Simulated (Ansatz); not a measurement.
# Does disorder add resistance in series? Re(0001) layers displaced at 273 K

Two lengths of the disordered region are known. What area resistance does the third give?

How it was computed: Ansatz 0.2.0, plane waves with PAW datasets at their recommended cutoffs (420 eV for most), Fermi-Dirac smearing; ballistic transmission by layer matching. The area resistance is RA = A (h/2e²)(1/T − 1/N), with T the zone-mean transmission per spin and N the lead's channels, both averaged over a few energies near the Fermi level; for magnets each spin is taken apart, with h/e², and the two conduct in parallel. Lateral cell 2x2, PBE, a fresh random draw for each length. Atoms are displaced independently, by 0.0351 Å r.m.s. per direction; each RA is scaled by the nominal over the drawn mean square displacement.

Results; the value marked ? is to be predicted:

| length (Å) | channels N | RA (fΩ m²) |
| --- | --- | --- |
| 4.46 | 5.280 | 0.0393 |
| 13.4 | 5.280 | 0.105 |
| 22.3 | 5.260 | ? |

**Estimate by hand.**

Ohm's law makes RA linear in the length: the slope is (0.105 − 0.0393)/(13.4 − 4.46) = 7.42×10⁻³ fΩ m² per Å, or 7.4 µΩ cm. Then 0.105 + 7.42×10⁻³ × 8.92. Predicted: 0.172 fΩ m².

Check against the run:

0.195 fΩ m², so the prediction is 12 % too low. The three lengths together give 8.7 µΩ cm. The two increments are 0.066 and 0.090 fΩ m²; with one draw for each length, their difference can't be told from scatter.

**Limits.** The scatterers repeat sideways with the small cell. The slope is a raw one; a model of isotropic scattering puts it 1.12 times the bulk value over these lengths. Spin-orbit coupling is left out, which matters for Re.
